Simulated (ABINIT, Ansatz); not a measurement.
# Tc (P6_3/mmc): phonons by linear response, part 3 of 4

How does Tc (P6_3/mmc) vibrate, and is this structure a minimum?

ABINIT 10.8.3; DFT LDA, scalar-relativistic, plane waves, PseudoDojo norm-conserving pseudopotentials.

So far. Step 4 (Ground state): The cell stands at -0.66 GPa: the relaxation ran with a smoothed and higher cutoff, and the difference is a stress of the finite basis. Step 5 (Zone-centre response): The acoustic modes at Γ come out as far as 3.9 cm⁻¹ from zero, where they should vanish, a small numerical error. The relaxed cell has a = 2.712, c = 4.329 Å (conventional setting).

### 7. Dispersion

anaddb transforms the dynamical matrices to force constants and back along the path; points of the mesh come back as solved, but for the sum rule and, in polar crystals, the LO-TO term at Γ; the rest is interpolation.

Input file anaddb.abi:

```
ddb_filepath "all_DDB"
output_file "anaddb.abo"
outdata_prefix "anaddb"
ifcflag 1
ngqpt 3 3 2
nqshft 1
q1shft 0.0 0.0 0.0
asr 1
chneut 0
dipdip 0
dipquad 0
quadquad 0
enunit 0
eivec 0
nph1l 93
qph1l 
    0.0 0.0 0.0 1.0
    0.05 0.0 0.0 1.0
    0.1 0.0 0.0 1.0
    0.15 0.0 0.0 1.0
    0.2 0.0 0.0 1.0
    0.25 0.0 0.0 1.0
    0.3 0.0 0.0 1.0
    0.35 0.0 0.0 1.0
    0.4 0.0 0.0 1.0
    0.45 0.0 0.0 1.0
    0.5 0.0 0.0 1.0
    0.48333333 0.03333333 0.0 1.0
    0.46666667 0.06666667 0.0 1.0
    0.45 0.1 0.0 1.0
    0.43333333 0.13333333 0.0 1.0
    0.41666667 0.16666667 0.0 1.0
    0.4 0.2 0.0 1.0
    0.38333333 0.23333333 0.0 1.0
    0.36666667 0.26666667 0.0 1.0
    0.35 0.3 0.0 1.0
    0.33333333 0.33333333 0.0 1.0
    0.3 0.3 0.0 1.0
    0.26666667 0.26666667 0.0 1.0
    0.23333333 0.23333333 0.0 1.0
    0.2 0.2 0.0 1.0
    0.16666667 0.16666667 0.0 1.0
    0.13333333 0.13333333 0.0 1.0
    0.1 0.1 0.0 1.0
    0.06666667 0.06666667 0.0 1.0
    0.03333333 0.03333333 0.0 1.0
    0.0 0.0 0.0 1.0
    0.0 0.0 0.05 1.0
    0.0 0.0 0.1 1.0
    0.0 0.0 0.15 1.0
    0.0 0.0 0.2 1.0
    0.0 0.0 0.25 1.0
    0.0 0.0 0.3 1.0
    0.0 0.0 0.35 1.0
    0.0 0.0 0.4 1.0
    0.0 0.0 0.45 1.0
    0.0 0.0 0.5 1.0
    0.05 0.0 0.5 1.0
    0.1 0.0 0.5 1.0
    0.15 0.0 0.5 1.0
    0.2 0.0 0.5 1.0
    0.25 0.0 0.5 1.0
    0.3 0.0 0.5 1.0
    0.35 0.0 0.5 1.0
    0.4 0.0 0.5 1.0
    0.45 0.0 0.5 1.0
    0.5 0.0 0.5 1.0
    0.48333333 0.03333333 0.5 1.0
    0.46666667 0.06666667 0.5 1.0
    0.45 0.1 0.5 1.0
    0.43333333 0.13333333 0.5 1.0
    0.41666667 0.16666667 0.5 1.0
    0.4 0.2 0.5 1.0
    0.38333333 0.23333333 0.5 1.0
    0.36666667 0.26666667 0.5 1.0
    0.35 0.3 0.5 1.0
    0.33333333 0.33333333 0.5 1.0
    0.3 0.3 0.5 1.0
    0.26666667 0.26666667 0.5 1.0
    0.23333333 0.23333333 0.5 1.0
    0.2 0.2 0.5 1.0
    0.16666667 0.16666667 0.5 1.0
    0.13333333 0.13333333 0.5 1.0
    0.1 0.1 0.5 1.0
    0.06666667 0.06666667 0.5 1.0
    0.03333333 0.03333333 0.5 1.0
    0.0 0.0 0.5 1.0
    0.5 0.0 0.5 1.0
    0.5 0.0 0.45 1.0
    0.5 0.0 0.4 1.0
    0.5 0.0 0.35 1.0
    0.5 0.0 0.3 1.0
    0.5 0.0 0.25 1.0
    0.5 0.0 0.2 1.0
    0.5 0.0 0.15 1.0
    0.5 0.0 0.1 1.0
    0.5 0.0 0.05 1.0
    0.5 0.0 0.0 1.0
    0.33333333 0.33333333 0.5 1.0
    0.33333333 0.33333333 0.45 1.0
    0.33333333 0.33333333 0.4 1.0
    0.33333333 0.33333333 0.35 1.0
    0.33333333 0.33333333 0.3 1.0
    0.33333333 0.33333333 0.25 1.0
    0.33333333 0.33333333 0.2 1.0
    0.33333333 0.33333333 0.15 1.0
    0.33333333 0.33333333 0.1 1.0
    0.33333333 0.33333333 0.05 1.0
    0.33333333 0.33333333 0.0 1.0
```

Input file mrgddb.in:

```
all_DDB
merged
6
dfpt_gammao_DDB
dfpt_qo_DS1_DDB
dfpt_qo_DS2_DDB
dfpt_qo_DS3_DDB
dfpt_qo_DS4_DDB
dfpt_qo_DS5_DDB
```

The run is started by

```console
> mrgddb < mrgddb.in > mrgddb.log
> OMP_NUM_THREADS=1 anaddb anaddb.abi > anaddb.log
```

anaddb.abo, the main output file:

```text
[banners, grids, parts of the stress and lines that vanish by symmetry left out]
-outvars_anaddb: echo values of input variables ----------------------

 Flags :
[...]
Phonon wavevector (reduced coordinates) :  0.00000  0.00000  0.00000
 Phonon energies in Hartree :
[...]
Phonon frequencies in cm-1    :
-  0.000000E+00  0.000000E+00  0.000000E+00  1.254981E+02  1.425603E+02
-  1.425603E+02
[...]
Phonon wavevector (reduced coordinates) :  0.05000  0.00000  0.00000
 Phonon energies in Hartree :
[...]
Phonon frequencies in cm-1    :
-  2.238122E+01  2.379139E+01  3.890489E+01  1.274578E+02  1.426877E+02
-  1.455145E+02
[...]
Phonon wavevector (reduced coordinates) :  0.10000  0.00000  0.00000
 Phonon energies in Hartree :
[...]
Phonon frequencies in cm-1    :
-  4.432470E+01  4.682801E+01  7.673314E+01  1.331230E+02  1.431136E+02
-  1.538273E+02
[...]
Phonon wavevector (reduced coordinates) :  0.15000  0.00000  0.00000
 Phonon energies in Hartree :
[...]
Phonon frequencies in cm-1    :
-  6.514463E+01  6.839538E+01  1.124402E+02  1.419966E+02  1.439477E+02
-  1.661267E+02
[...]
Phonon wavevector (reduced coordinates) :  0.20000  0.00000  0.00000
 Phonon energies in Hartree :
[...]
Phonon frequencies in cm-1    :
-  8.389661E+01  8.785760E+01  1.450340E+02  1.453094E+02  1.534969E+02
-  1.807709E+02
[...]
Phonon wavevector (reduced coordinates) :  0.25000  0.00000  0.00000
 Phonon energies in Hartree :
[...]
Phonon frequencies in cm-1    :
-  9.971001E+01  1.046922E+02  1.472527E+02  1.668599E+02  1.735629E+02
-  1.962785E+02
  Phonon wavevector (reduced coordinates) :  0.30000  0.00000  0.00000
 Phonon energies in Hartree :
[...]
Phonon frequencies in cm-1    :
-  1.122081E+02  1.185223E+02  1.496958E+02  1.808692E+02  1.970471E+02
-  2.115670E+02
  Phonon wavevector (reduced coordinates) :  0.35000  0.00000  0.00000
 Phonon energies in Hartree :
[...]
Phonon frequencies in cm-1    :
-  1.215247E+02  1.291471E+02  1.523775E+02  1.939278E+02  2.145987E+02
-  2.258634E+02
  Phonon wavevector (reduced coordinates) :  0.40000  0.00000  0.00000
 Phonon energies in Hartree :
[...]
Phonon frequencies in cm-1    :
-  1.279638E+02  1.365585E+02  1.548623E+02  2.044707E+02  2.263405E+02
-  2.377711E+02
  Phonon wavevector (reduced coordinates) :  0.45000  0.00000  0.00000
 Phonon energies in Hartree :
[...]
Phonon frequencies in cm-1    :
-  1.317539E+02  1.408963E+02  1.566332E+02  2.112883E+02  2.331459E+02
-  2.455147E+02
  Phonon wavevector (reduced coordinates) :  0.50000  0.00000  0.00000
 Phonon energies in Hartree :
[...]
Phonon frequencies in cm-1    :
-  1.330070E+02  1.423206E+02  1.572751E+02  2.136429E+02  2.353972E+02
-  2.481729E+02
  Phonon wavevector (reduced coordinates) :  0.48333  0.03333  0.00000
 Phonon energies in Hartree :
[...]
Phonon frequencies in cm-1    :
-  1.341974E+02  1.431639E+02  1.581754E+02  2.134255E+02  2.352669E+02
-  2.479080E+02
  Phonon wavevector (reduced coordinates) :  0.46667  0.06667  0.00000
 Phonon energies in Hartree :
[...]
Phonon frequencies in cm-1    :
-  1.376364E+02  1.455988E+02  1.607953E+02  2.127727E+02  2.348883E+02
-  2.471196E+02
  Phonon wavevector (reduced coordinates) :  0.45000  0.10000  0.00000
 Phonon energies in Hartree :
[...]
Phonon frequencies in cm-1    :
-  1.429634E+02  1.493576E+02  1.649055E+02  2.116825E+02  2.342993E+02
-  2.458270E+02
[...]
Phonon wavevector (reduced coordinates) :  0.10000  0.00000  0.50000
 Phonon energies in Hartree :
[...]
Phonon frequencies in cm-1    :
-  1.109850E+02  1.109850E+02  1.209608E+02  1.209608E+02  2.134204E+02
-  2.134204E+02
  Phonon wavevector (reduced coordinates) :  0.15000  0.00000  0.50000
 Phonon energies in Hartree :
[...]
Phonon frequencies in cm-1    :
-  1.185666E+02  1.185666E+02  1.368753E+02  1.368753E+02  2.105609E+02
-  2.105609E+02
  Phonon wavevector (reduced coordinates) :  0.20000  0.00000  0.50000
 Phonon energies in Hartree :
[...]
Phonon frequencies in cm-1    :
-  1.273843E+02  1.273843E+02  1.514820E+02  1.514820E+02  2.082652E+02
-  2.082652E+02
  Phonon wavevector (reduced coordinates) :  0.25000  0.00000  0.50000
 Phonon energies in Hartree :
[...]
Phonon frequencies in cm-1    :
-  1.363790E+02  1.363790E+02  1.587849E+02  1.587849E+02  2.102390E+02
-  2.102390E+02
  Phonon wavevector (reduced coordinates) :  0.30000  0.00000  0.50000
 Phonon energies in Hartree :
[...]
Phonon frequencies in cm-1    :
-  1.447013E+02  1.447013E+02  1.557128E+02  1.557128E+02  2.184509E+02
-  2.184509E+02
  Phonon wavevector (reduced coordinates) :  0.35000  0.00000  0.50000
 Phonon energies in Hartree :
[...]
Phonon frequencies in cm-1    :
-  1.462967E+02  1.462967E+02  1.517241E+02  1.517241E+02  2.289267E+02
-  2.289267E+02
[...]
Phonon wavevector (reduced coordinates) :  0.33333  0.33333  0.05000
 Phonon energies in Hartree :
[...]
Phonon frequencies in cm-1    :
-  1.757329E+02  1.890319E+02  1.890319E+02  1.978896E+02  2.320310E+02
-  2.320310E+02
  Phonon wavevector (reduced coordinates) :  0.33333  0.33333  0.00000
 Phonon energies in Hartree :
[...]
Phonon frequencies in cm-1    :
-  1.752429E+02  1.913596E+02  1.913596E+02  1.977158E+02  2.317523E+02
-  2.317523E+02
-
```

Run time: 0.59 s. Hardware: 1 thread of Arm Neoverse N1, shared host.

Numbers from this step:

* lowest frequency on the path: 0 cm⁻¹

Anaddb. Phonon branches along the path, in cm⁻¹:

```
    point  branch 1  branch 2  branch 3  branch 4  branch 5  branch 6
        Γ         0         0         0       126       143       143
  halfway       100       105       147       167       174       196
        M       133       142       157       214       235       248
  halfway       157       159       176       208       233       242
        K       175       191       191       198       232       232
  halfway       119       122       155       173       189       204
        Γ         0         0         0       126       143       143
  halfway        57        57       133       133       147       181
        A       104       104       104       104       216       216
  halfway       136       136       159       159       210       210
        L       124       124       161       161       246       246
  halfway       104       104       180       180       239       239
        H        79        79       200       200       230       230
  halfway       143       143       160       160       212       212
        A       104       104       104       104       216       216
jump to L       124       124       161       161       246       246
  halfway       117       151       161       180       239       250
        M       133       142       157       214       235       248
jump to H        79        79       200       200       230       230
  halfway       144       144       186       201       233       233
        K       175       191       191       198       232       232
```

The phonon branches as a text plot (rows in cm⁻¹):

```
    245 |       ***                       ***            ****
    235 |      *********                 *   *****        *******
    224 |     **        *               *         *
    214 |    ** ***      *        ******           * ****   *
    204 |      *   **  *         *             *    *      * ***
    193 |    **     *** * *                   * *            ** *
    183 |   **     ** ** *       *           *   *        *    *
    172 |         * *****  *                *     *             *
    162 |  *    ** *   * ** *   *     *  ***       **    ****  *
    151 | * ****  *     * ** *         **                 *
    141 |****  ***       * ******    ***           * *   * **
    130 |**   ****         ****          *          * *    ** *
    120 |    **                 **  **    **      *  *    *
    110 |  * *                    ***       *         ** *
     99 |                 *       *          *   *      *    *
     89 |   *               *                 * *
     78 | *                *     *             *
     68 |  *                   *
     57 |                   *
     47 | *                 **  *
     37 |*
     26 |*                   * *
     16 |
      5 |                     *
         Γ      M    K        Γ   A       L    H       A|L M|H  K
```

All branches are real along the path.

### 8. Density of states

Sums over the zone need many more wavevectors than were solved, so the interpolation is sampled on a dense mesh.

Input file anaddb.abi:

```
ddb_filepath "all_DDB"
output_file "anaddb.abo"
outdata_prefix "anaddb"
ifcflag 1
ngqpt 3 3 2
nqshft 1
q1shft 0.0 0.0 0.0
asr 1
chneut 0
dipdip 0
dipquad 0
quadquad 0
prtdos 2
ng2qpt 19 19 10
dosdeltae 4.5563e-06
ntemper 11
temperinc 100.0
tempermin 0.0
```

The run is started by

```console
> OMP_NUM_THREADS=1 anaddb anaddb.abi > anaddb.log
```

anaddb.abo, the main output file:

```text
-outvars_anaddb: echo values of input variables ----------------------

 Flags :
     ifcflag         1
 Miscellaneous information :
         asr         1
      chneut         0
 Interatomic Force Constants Inputs :
      dipdip         0
     dipquad         0
    quadquad         0
      ifcana         0
      ifcout         0
 Description of grid 1 :
        brav         1
       ngqpt         3         3         2
      nqshft         1
      q1shft
                     0.00000000E+00  0.00000000E+00  0.00000000E+00
 Phonon DOS information :
   dosdeltae  4.55630000E-06
    dossmear  4.55633525E-06
 Description of grid 2 (Fourier interp. or BZ sampling):
      ng2qpt        19        19        10
      ngrids         4
      q2shft         0.00000000E+00  0.00000000E+00  0.00000000E+00

================================================================================

 read the DDB information and perform some checks

  ==== Info on the Cryst% object ====
 Real(R)+Recip(G) space primitive vectors, cartesian coordinates (Bohr,Bohr^-1):
 R(1)=  5.1257033  0.0000000  0.0000000  G(1)=  0.1950952  0.1126383  0.0000000
 R(2)= -2.5628516  4.4389893  0.0000000  G(2)=  0.0000000  0.2252765  0.0000000
 R(3)=  0.0000000  0.0000000  8.1799596  G(3)=  0.0000000  0.0000000  0.1222500
 Unit cell volume ucvol=  1.8611814E+02 bohr^3
 Angles (23,13,12)=  9.00000000E+01  9.00000000E+01  1.20000000E+02 degrees
 Time-reversal symmetry is present
 Reduced atomic positions [iatom, xred, symbol]:
    1)    0.3333333  0.6666667  0.2500000  Tc
    2)    0.6666667  0.3333333  0.7500000  Tc

 DDB file with 6 blocks has been read.

================================================================================

 Calculation of the interatomic forces

       Homogeneous q point set in the B.Z.
 Grid q points  :       18
  1)   0.00000000E+00  0.00000000E+00  0.00000000E+00
  2)   3.33333333E-01  0.00000000E+00  0.00000000E+00
  3)  -3.33333333E-01  0.00000000E+00  0.00000000E+00
  4)   0.00000000E+00  3.33333333E-01  0.00000000E+00
  5)   3.33333333E-01  3.33333333E-01  0.00000000E+00
  6)  -3.33333333E-01  3.33333333E-01  0.00000000E+00
  7)   0.00000000E+00 -3.33333333E-01  0.00000000E+00
  8)   3.33333333E-01 -3.33333333E-01  0.00000000E+00
  9)  -3.33333333E-01 -3.33333333E-01  0.00000000E+00
 10)   0.00000000E+00  0.00000000E+00  5.00000000E-01
 11)   3.33333333E-01  0.00000000E+00  5.00000000E-01
 12)  -3.33333333E-01  0.00000000E+00  5.00000000E-01
 13)   0.00000000E+00  3.33333333E-01  5.00000000E-01
 14)   3.33333333E-01  3.33333333E-01  5.00000000E-01
 15)  -3.33333333E-01  3.33333333E-01  5.00000000E-01
 16)   0.00000000E+00 -3.33333333E-01  5.00000000E-01
 17)   3.33333333E-01 -3.33333333E-01  5.00000000E-01
 18)  -3.33333333E-01 -3.33333333E-01  5.00000000E-01

 The interatomic forces have been obtained

================================================================================

 Calculation of phonon density of states

 Average speed of sound partial sums:     0.1807773562E-02 (at units)
-                                   =           3.9549 [km/s]

 Debye frequency from partial sums:     0.1234141017E-02 (Ha)
-                                 =     0.8120257808E+01 (THz)
-Debye temperature from partial sums:     0.3897109104E+03 (K)

 Average speed of sound:     0.1788975847E-02 (at units)
-                      =           3.9137 [km/s]

 Debye frequency from DOS:     0.1221308088E-02 (Ha)
-                        =     0.8035821186E+01 (THz)
-Debye temperature from DOS:     0.3856585917E+03 (K)

-
```

Run time: 0.79 s. Hardware: 1 thread.

This step gave:

| Item | Value |
| --- | --- |
| share of modes beyond 3i cm⁻¹ on the dense interpolated mesh | 0 |
| zero-point energy per atom | 31.61 meV |
| heat capacity at 300 K | 23.54 J/(mol atoms K) |
| vibrational entropy at 300 K | 31.65 J/(mol atoms K) |

The phonon density of states has structure finer than the step of the table below, so its rows give means over 10 cm⁻¹, whole bins alone (the curve runs from -30 to 262 cm⁻¹). Peaks (cm⁻¹: height): 143.0: 0.0639, 161.0: 0.0733, 209.0: 0.0373, 232.0: 0.104.

Tetrahedra. Table of phonon density of states by wavenumber; means over each step:

wavenumber (cm⁻¹), phonon density of states (1/cm⁻¹/cell) and a bar:
```
        0      0.000 
       10      0.000 
       20      0.000 
       30      0.000 
       40      0.001 
       50      0.001 #
       60      0.002 #
       70      0.003 #
       80      0.004 ##
       90      0.007 ###
      100      0.011 #####
      110      0.019 #########
      120      0.032 ###############
      130      0.048 ######################
      140      0.055 #########################
      150      0.054 #########################
      160      0.065 ##############################
      170      0.051 #######################
      180      0.036 ################
      190      0.030 ##############
      200      0.026 ############
      210      0.027 #############
      220      0.024 ###########
      230      0.057 ##########################
      240      0.037 #################
      250      0.007 ###
```

Harmonic thermodynamic functions per atom, summed over the density of states scaled to three modes an atom; melting is ignored. Thermodynamic functions:

```
T (K)  F_vib (meV/atom)  S (J/mol-atom/K)  C_V (J/mol-atom/K)
    0             31.61                 0                   0
   50              31.4              1.82               5.516
  100             28.66             9.089               15.52
  200             11.93             22.39               21.93
  300            -16.34             31.65               23.54
  400            -52.86             38.51               24.14
  500            -95.68             43.93               24.42
  600            -143.6              48.4               24.58
  700            -195.8              52.2               24.68
  800            -251.6              55.5               24.74
  900            -310.7             58.41               24.78
 1000            -372.6             61.03               24.81
```

At 300 K the heat capacity has reached 94 % of the Dulong-Petit value.

(Continued in part 4 of 4.)

[Host names and launcher messages were left out of these logs when they were recorded.]

[Logs are printed without paths, hosts, clocks, repeated set-up lines and the standing remarks that a program may print on its own settings, such as how far it seeks lower states.]

[Hosts, paths, dates, database ids (printed as entryN), source tags and the programs' standing remarks are cut or masked in the printed files.]
